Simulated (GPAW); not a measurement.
## Optical response of TiSi2 (Zhiqinite)

Aim: the dielectric function of TiSi2 (Zhiqinite), and the optical constants that follow from it. The cell comes from an older database entry, whose edges can differ from later determinations, mostly by under a per cent.

Main program and level: GPAW 26.7.0; DFT, PBE, plane-wave PAW (GPAW data sets), scalar-relativistic, RPA, optical limit.

Report form: the programs' logs are mostly left out.

The database entry behind the starting cell is an old determination (1939), so it need not match the best structure at ambient conditions.

## 1. Starting point

Symmetry: Fddd, No. 70, orthorhombic system. The conventional cell has a = 4.773 Å, b = 8.236 Å, c = 8.523 Å, α = 90.00°, β = 90.00°, γ = 90.00°. Nearest to Ti lie 10 Si at 2.54 to 2.75 Å. Nearest to Si lie 5 Ti at 2.54 to 2.75 Å and 5 Si at 2.54 to 2.75 Å. Farther neighbours are not listed.

Structure file:

```cif
data_structure
_symmetry_space_group_name_H-M 'Fddd:1'
_symmetry_Int_Tables_number 70
_cell_length_a 4.7730
_cell_length_b 8.2360
_cell_length_c 8.5230
_cell_angle_alpha 90.000
_cell_angle_beta 90.000
_cell_angle_gamma 90.000
_cell_volume 335.04
loop_
_atom_site_label
_atom_site_type_symbol
_atom_site_symmetry_multiplicity
_atom_site_Wyckoff_symbol
_atom_site_fract_x
_atom_site_fract_y
_atom_site_fract_z
_atom_site_occupancy
Ti1 Ti 8 b 0.50000 0.00000 0.00000 1
Si1 Si 16 f 0.50000 0.33300 0.00000 1
```

## 2. Ground state

First the ground state: is it a metal or has it a gap?

This step: DFT, PBE, plane-wave PAW (GPAW data sets), scalar-relativistic, ground state (GPAW 26.7.0).

Contents of gs.py:

```python
from ase import Atoms
from ase.dft.bandgap import bandgap
from gpaw import GPAW, PW, FermiDirac

atoms = Atoms(['Ti', 'Ti', 'Si', 'Si', 'Si', 'Si'],
              cell=[[0.00000000, 4.11800000, 4.26150000],
                    [2.38650000, 0.00000000, 4.26150000],
                    [2.38650000, 4.11800000, 0.00000000]],
              scaled_positions=[[0.50000000, 0.50000000, 0.50000000],
                                [0.75000000, 0.75000000, 0.75000000],
                                [0.83300000, 0.16700000, 0.83300000],
                                [0.16700000, 0.83300000, 0.16700000],
                                [0.41700000, 0.08300000, 0.41700000],
                                [0.08300000, 0.41700000, 0.08300000]],
              pbc=[True, True, True])
atoms.calc = GPAW(mode=PW(450), xc='PBE', kpts={'size': (6, 6, 6), 'gamma': True},
                  occupations=FermiDirac(0.05), maxiter=150, txt='gs.txt')
print('energy (eV)', atoms.get_potential_energy())
print('Fermi level (eV)', atoms.calc.get_fermi_level())
print('valence electrons', atoms.calc.get_number_of_electrons())
print('gap (eV)', bandgap(atoms.calc, output=None)[0])
print('direct gap (eV)', bandgap(atoms.calc, direct=True, output=None)[0])
atoms.calc.write('gs.gpw')
```

Run with:

```bash
$ OMP_NUM_THREADS=1 python gs.py
```

The job ended after 88 s (1 thread of Arm Neoverse V2, shared host; peak memory 0.23 GiB).

This step gave:

* energy: -38.18 eV
* Fermi energy: 9.861 eV
* electrons: 40

There are states at the Fermi level within the smearing, so the occupations stay smeared and the carriers get a Drude term.

## 3. Bands for the response

At the fixed density, many empty bands are solved on the mesh of the response, since the spectrum sums over them.

This step: DFT, PBE, plane-wave PAW (GPAW data sets), scalar-relativistic, bands at fixed density (GPAW 26.7.0).

Contents of nscf.py:

```python
from ase.dft.bandgap import bandgap
from gpaw import GPAW, FermiDirac

calc = GPAW('gs.gpw').fixed_density(kpts={'size': (10, 10, 10), 'gamma': True}, nbands=60, convergence={'bands': 54},
                                    occupations=FermiDirac(0.05), txt='nscf.txt')
print('gap (eV)', bandgap(calc, output=None)[0])
print('direct gap (eV)', bandgap(calc, direct=True, output=None)[0])
calc.write('full.gpw', mode='all')
```

Run with:

```bash
$ OMP_NUM_THREADS=1 python nscf.py
```

Run time: 11 min. Hardware: 1 thread; peak memory 0.58 GiB.

## 4. Dielectric function, RPA

Transitions between filled and empty bands, summed over the zone, give the optical response, so mesh, band count and broadening shape it.

The induced potential is part of this response.

This step: DFT, PBE, plane-wave PAW (GPAW data sets), scalar-relativistic, RPA, optical limit (GPAW 26.7.0).

Contents of df.py:

```python
from gpaw.response.df import DielectricFunction

df = DielectricFunction('full.gpw', frequencies={'type': 'nonlinear', 'domega0': 0.03, 'omega2': 8},
                        ecut=80,
                        eta=0.1,
                        nbands=54,
                        rate=0.05,
                        txt='df.txt')
for direction in ['x', 'y', 'z']:
    df.get_dielectric_function(xc='RPA', direction=direction, filename=f'df_{direction}.csv')
```

Run with:

```bash
$ OMP_NUM_THREADS=1 python df.py
```

Elapsed: 2.9 min, on 1 thread; peak memory 0.73 GiB.

This step gave:

- centre of weight of the strongest loss peak in the window: 19.28 eV

Some rows of df_x.csv (energy; Re and Im without local fields; Re and Im with them):

```text
0.000000, 8618.328572, 0.000000, 8617.793935, 0.000000
0.555532, -40.127836, 25.990881, -40.738757, 25.992761
1.143969, 12.616248, 21.857016, 12.047395, 21.465770
1.768324, 8.351855, 19.966243, 8.046716, 19.638170
2.431988, 10.387772, 15.517704, 9.766567, 15.311976
3.138794, 6.475646, 20.491716, 6.164767, 19.808681
3.893091, 5.613663, 19.705311, 5.547525, 18.770970
4.699832, 1.852841, 20.759453, 2.276624, 20.016546
5.564682, -7.611448, 18.284723, -7.160368, 18.084789
6.494155, -10.651244, 9.116812, -10.321574, 9.253712
7.495775, -7.637589, 4.823006, -7.366410, 4.883927
8.578281, -5.266582, 2.358731, -5.140171, 2.416079
9.751884, -3.918829, 1.251238, -3.869228, 1.411395
11.028587, -2.591123, 0.719566, -2.570977, 0.809563
12.422601, -1.679528, 0.388796, -1.700539, 0.454383
13.950874, -1.047939, 0.252817, -1.077219, 0.310289
15.633783, -0.568125, 0.157590, -0.614812, 0.205047
17.496047, -0.198187, 0.099997, -0.241763, 0.130939
19.567954, 0.093482, 0.071366, 0.037252, 0.091887
21.887015, 0.310395, 0.042300, 0.245936, 0.070999
24.500258, 0.511742, 0.022995, 0.416824, 0.038957
```

The Im ε has structure finer than the step of the table below, so its rows give means over 1 eV, whole bins alone (the curve runs from 0.305 to 24.8 eV). Peaks (eV: height): E ∥ x 1.2: 22.8, 2.9: 20.6, 5.0: 21.2; E ∥ y 2.2: 22.2, 4.8: 20.7; E ∥ z 4.0: 24.4.

Sum at mesh points, not converged in k. The Im ε by photon energy; means over each step:

| photon energy (eV) | E ∥ x | E ∥ y | E ∥ z |
| --- | --- | --- | --- |
| 1 | 19.6 | 29.1 | 25.1 |
| 2 | 18.0 | 19.2 | 18.2 |
| 3 | 18.6 | 15.7 | 18.9 |
| 4 | 18.4 | 15.5 | 21.5 |
| 5 | 20.1 | 19.4 | 18.3 |
| 6 | 14.1 | 14.3 | 12.5 |
| 7 | 6.59 | 6.58 | 6.85 |
| 8 | 3.56 | 3.53 | 3.33 |
| 9 | 2.16 | 2.08 | 1.99 |
| 10 | 1.27 | 1.33 | 1.32 |
| 11 | 0.833 | 0.983 | 0.965 |
| 12 | 0.579 | 0.690 | 0.698 |
| 13 | 0.409 | 0.483 | 0.498 |
| 14 | 0.305 | 0.392 | 0.378 |
| 15 | 0.255 | 0.283 | 0.276 |
| 16 | 0.189 | 0.208 | 0.193 |
| 17 | 0.150 | 0.163 | 0.164 |
| 18 | 0.119 | 0.136 | 0.133 |
| 19 | 0.102 | 0.114 | 0.107 |
| 20 | 0.0864 | 0.109 | 0.0897 |
| 21 | 0.0770 | 0.0930 | 0.0774 |
| 22 | 0.0677 | 0.0754 | 0.0585 |
| 23 | 0.0482 | 0.0622 | 0.0418 |
| 24 | 0.0421 | 0.0372 | 0.0292 |

Values under 1 per cm are given as 1; sum at mesh points, not converged in k. The absorption coefficient by photon energy:

| photon energy (eV) | E ∥ x (1/cm) | E ∥ y (1/cm) | E ∥ z (1/cm) |
| --- | --- | --- | --- |
| 0.492 | 3.9e5 | 4.3e5 | 2.5e5 |
| 1.010 | 2.2e5 | 4.4e5 | 3.0e5 |
| 1.486 | 3.8e5 | 4.2e5 | 3.9e5 |
| 1.985 | 4.7e5 | 5.2e5 | 4.6e5 |
| 2.508 | 5.1e5 | 6.8e5 | 5.2e5 |
| 3.018 | 8.0e5 | 7.9e5 | 6.9e5 |
| 3.510 | 8.9e5 | 7.6e5 | 1.0e6 |
| 3.980 | 1.1e6 | 9.1e5 | 1.3e6 |
| 4.516 | 1.3e6 | 1.3e6 | 1.4e6 |
| 4.981 | 1.7e6 | 1.7e6 | 1.7e6 |
| 5.515 | 2.0e6 | 1.9e6 | 1.9e6 |
| 6.021 | 2.2e6 | 2.2e6 | 2.0e6 |
| 6.494 | 2.3e6 | 2.3e6 | 2.2e6 |
| 6.985 | 2.1e6 | 2.2e6 | 2.2e6 |
| 7.496 | 2.2e6 | 2.1e6 | 2.1e6 |
| 8.026 | 2.1e6 | 2.1e6 | 2.1e6 |
| 8.516 | 2.0e6 | 2.0e6 | 2.0e6 |
| 9.023 | 2.0e6 | 2.0e6 | 1.9e6 |
| 9.483 | 2.0e6 | 1.9e6 | 1.9e6 |
| 10.026 | 1.9e6 | 1.9e6 | 1.8e6 |
| 10.519 | 1.9e6 | 1.8e6 | 1.8e6 |
| 11.029 | 1.8e6 | 1.8e6 | 1.7e6 |
| 11.479 | 1.8e6 | 1.8e6 | 1.7e6 |
| 12.023 | 1.7e6 | 1.7e6 | 1.7e6 |
| 12.504 | 1.6e6 | 1.6e6 | 1.6e6 |
| 13.000 | 1.6e6 | 1.6e6 | 1.6e6 |
| 13.512 | 1.5e6 | 1.5e6 | 1.5e6 |
| 14.040 | 1.5e6 | 1.5e6 | 1.5e6 |
| 14.493 | 1.4e6 | 1.4e6 | 1.4e6 |
| 14.960 | 1.3e6 | 1.4e6 | 1.4e6 |
| 15.536 | 1.3e6 | 1.3e6 | 1.3e6 |
| 16.031 | 1.2e6 | 1.2e6 | 1.2e6 |
| 16.541 | 1.1e6 | 1.1e6 | 1.1e6 |
| 16.959 | 1.0e6 | 1.0e6 | 1.0e6 |
| 17.496 | 9.0e5 | 9.2e5 | 9.2e5 |
| 18.049 | 7.7e5 | 7.8e5 | 7.8e5 |
| 18.504 | 6.3e5 | 6.7e5 | 6.6e5 |
| 18.969 | 5.0e5 | 5.3e5 | 5.1e5 |
| 19.447 | 3.9e5 | 3.9e5 | 3.9e5 |
| 20.061 | 2.6e5 | 3.3e5 | 2.7e5 |
| 20.438 | 2.3e5 | 2.8e5 | 2.3e5 |
| 20.953 | 1.9e5 | 2.4e5 | 2.0e5 |
| 21.482 | 1.7e5 | 2.0e5 | 1.6e5 |
| 22.024 | 1.5e5 | 1.7e5 | 1.3e5 |
| 22.440 | 1.3e5 | 1.5e5 | 1.1e5 |
| 23.009 | 94020 | 1.3e5 | 83483 |
| 23.446 | 84455 | 1.1e5 | 69864 |
| 24.042 | 85112 | 69215 | 51580 |
| 24.500 | 74838 | 53358 | 51897 |

The Im ε, E ∥ x has structure finer than the step of the table below, so its rows give means over 1 eV, whole bins alone (the curve runs from 0.305 to 24.8 eV). Peaks (eV: height): without local fields 1.2: 23.1, 2.9: 21.3, 4.9: 21.7; with local fields 1.2: 22.8, 2.9: 20.6, 5.0: 21.2.

Sum at mesh points, not converged in k. Im ε, E ∥ x against photon energy; means over each step:

| photon energy (eV) | without local fields | with local fields |
| --- | --- | --- |
| 1 | 19.8 | 19.6 |
| 2 | 18.2 | 18.0 |
| 3 | 19.2 | 18.6 |
| 4 | 19.3 | 18.4 |
| 5 | 20.6 | 20.1 |
| 6 | 14.2 | 14.1 |
| 7 | 6.55 | 6.59 |
| 8 | 3.45 | 3.56 |
| 9 | 2.05 | 2.16 |
| 10 | 1.14 | 1.27 |
| 11 | 0.739 | 0.833 |
| 12 | 0.489 | 0.579 |
| 13 | 0.347 | 0.409 |
| 14 | 0.251 | 0.305 |
| 15 | 0.200 | 0.255 |
| 16 | 0.148 | 0.189 |
| 17 | 0.121 | 0.150 |
| 18 | 0.0915 | 0.119 |
| 19 | 0.0758 | 0.102 |
| 20 | 0.0692 | 0.0864 |
| 21 | 0.0537 | 0.0770 |
| 22 | 0.0404 | 0.0677 |
| 23 | 0.0279 | 0.0482 |
| 24 | 0.0223 | 0.0421 |

The loss function −Im 1/ε at q → 0 has structure finer than the step of the table below, so its rows give means over 1 eV, whole bins alone (the curve runs from 0.305 to 24.8 eV). Peaks (eV: height): E ∥ x 19.4: 9.90; E ∥ y 19.2: 9.31; E ∥ z 19.3: 9.78.

Sum at mesh points, not converged in k. The loss function −Im 1/ε at q → 0 by energy loss; means over each step:

| energy loss (eV) | E ∥ x | E ∥ y | E ∥ z |
| --- | --- | --- | --- |
| 1 | 0.0393 | 0.0329 | 0.0344 |
| 2 | 0.0450 | 0.0477 | 0.0424 |
| 3 | 0.0443 | 0.0607 | 0.0390 |
| 4 | 0.0504 | 0.0573 | 0.0458 |
| 5 | 0.0484 | 0.0504 | 0.0514 |
| 6 | 0.0485 | 0.0510 | 0.0587 |
| 7 | 0.0578 | 0.0563 | 0.0569 |
| 8 | 0.0643 | 0.0697 | 0.0674 |
| 9 | 0.0833 | 0.0845 | 0.0861 |
| 10 | 0.0885 | 0.106 | 0.111 |
| 11 | 0.114 | 0.140 | 0.144 |
| 12 | 0.137 | 0.161 | 0.174 |
| 13 | 0.184 | 0.219 | 0.226 |
| 14 | 0.259 | 0.307 | 0.300 |
| 15 | 0.407 | 0.411 | 0.412 |
| 16 | 0.619 | 0.637 | 0.640 |
| 17 | 1.19 | 1.24 | 1.34 |
| 18 | 3.12 | 3.19 | 3.17 |
| 19 | 8.58 | 7.74 | 8.27 |
| 20 | 6.10 | 5.73 | 6.00 |
| 21 | 2.12 | 2.57 | 2.17 |
| 22 | 0.995 | 1.14 | 0.872 |
| 23 | 0.456 | 0.607 | 0.385 |
| 24 | 0.270 | 0.265 | 0.183 |

Sum at mesh points, not converged in k. The reflectivity at normal incidence by photon energy; read off at these points:

| photon energy (eV) | E ∥ x (%) | E ∥ y (%) | E ∥ z (%) |
| --- | --- | --- | --- |
| 1.0 | 44.4 | 64.6 | 53.8 |
| 1.2 | 51.1 | 58.7 | 51.2 |
| 2.0 | 46.0 | 49.4 | 46.7 |
| 3.0 | 49.3 | 47.3 | 47.3 |
| 4.0 | 48.6 | 43.7 | 55.7 |
| 5.0 | 55.5 | 55.1 | 57.0 |
| 6.0 | 64.6 | 63.6 | 61.4 |
| 7.0 | 67.5 | 69.6 | 70.8 |
| 8.0 | 73.5 | 70.6 | 72.6 |
| 8.3 | 74.2 | 72.9 | 74.0 |
| 9.0 | 72.1 | 72.7 | 72.3 |
| 10.0 | 75.7 | 73.1 | 72.9 |
| 11.0 | 76.2 | 72.2 | 71.1 |
| 12.0 | 77.0 | 73.9 | 72.2 |
| 12.2 | 77.7 | 74.4 | 71.4 |
| 12.3 | 78.1 | 74.4 | 71.4 |
| 13.0 | 75.4 | 71.2 | 71.7 |
| 14.0 | 75.8 | 70.2 | 71.3 |
| 15.0 | 71.4 | 70.3 | 70.6 |
| 16.0 | 71.4 | 69.0 | 71.0 |
| 17.0 | 67.9 | 66.0 | 65.5 |
| 18.0 | 62.7 | 59.0 | 58.3 |
| 19.0 | 46.8 | 45.5 | 45.1 |
| 20.0 | 27.5 | 25.7 | 26.9 |
| 21.0 | 16.3 | 16.7 | 16.2 |
| 22.0 | 10.8 | 11.0 | 10.7 |
| 23.0 | 7.47 | 7.77 | 7.24 |
| 24.0 | 5.19 | 5.65 | 5.00 |

At chosen wavelengths:

| wavelength (nm) | n x | k x | R (%) x | 1/α x | n y | k y | R (%) y | 1/α y |
| --- | --- | --- | --- | --- | --- | --- | --- | --- |
| 1550 | 2.27 | 3.510 | 60.5 | 35 nm | 3.24 | 5.169 | 71.0 | 24 nm |
| 1064 | 4.27 | 2.597 | 50.5 | 33 nm | 3.39 | 3.667 | 58.6 | 23 nm |
| 800 | 4.15 | 2.592 | 50.1 | 25 nm | 3.23 | 2.558 | 47.1 | 25 nm |
| 633 | 3.67 | 2.355 | 46.3 | 21 nm | 3.85 | 2.559 | 48.8 | 20 nm |
| 450 | 4.13 | 2.282 | 47.6 | 16 nm | 3.22 | 2.485 | 46.3 | 14 nm |
| 308 | 3.53 | 2.655 | 48.8 | 9.2 nm | 3.26 | 2.234 | 43.7 | 11 nm |
| 193 | 1.41 | 3.523 | 69.1 | 4.4 nm | 1.53 | 3.481 | 66.9 | 4.4 nm |

A polished face would reflect 47 % of daylight and look light grey (CIE x = 0.316, y = 0.330 under D65).

## 5. What came out

```
centre of weight of the strongest loss peak in the window, first axis : 19.3 eV
```

At this level (PBE, RPA) TiSi2 is a metal. The mesh is too coarse to trust the carriers' weight, the reflectivity or the colour to better than tens of per cent. A polished face would reflect 47 % of daylight and look light grey (CIE x = 0.316, y = 0.330 under D65). The carriers' damping of 0.05 eV is typed, not computed; it shapes the response at the lowest energies. The curves end at 25 eV, about where the summed bands run out. In this version of GPAW the matrix elements of the optical limit are incomplete, which can lower ε − 1 by up to a tenth where first-row anions or d states rule, and shift it by more in d metals. GPAW's carrier term has the form −ωp²/(ω + i·rate)², which damps like twice the rate and fails at low energy, so the curves leave the lowest energies out. The sum runs over mesh points 0.17 Å⁻¹ apart with no interpolation, so peaks are partly noise of the mesh, and the Drude plasma energy, a sum over the Fermi surface, isn't converged.

[Machine, clock and banner lines and Python warnings are left out of the logs.]

[Logs are printed without paths, hosts, clocks, repeated set-up lines and the standing remarks that a program may print on its own settings, such as how far it seeks lower states.]

[Hosts, paths, dates, database ids (printed as entryN), source tags and the programs' standing remarks are cut or masked in the printed files.]
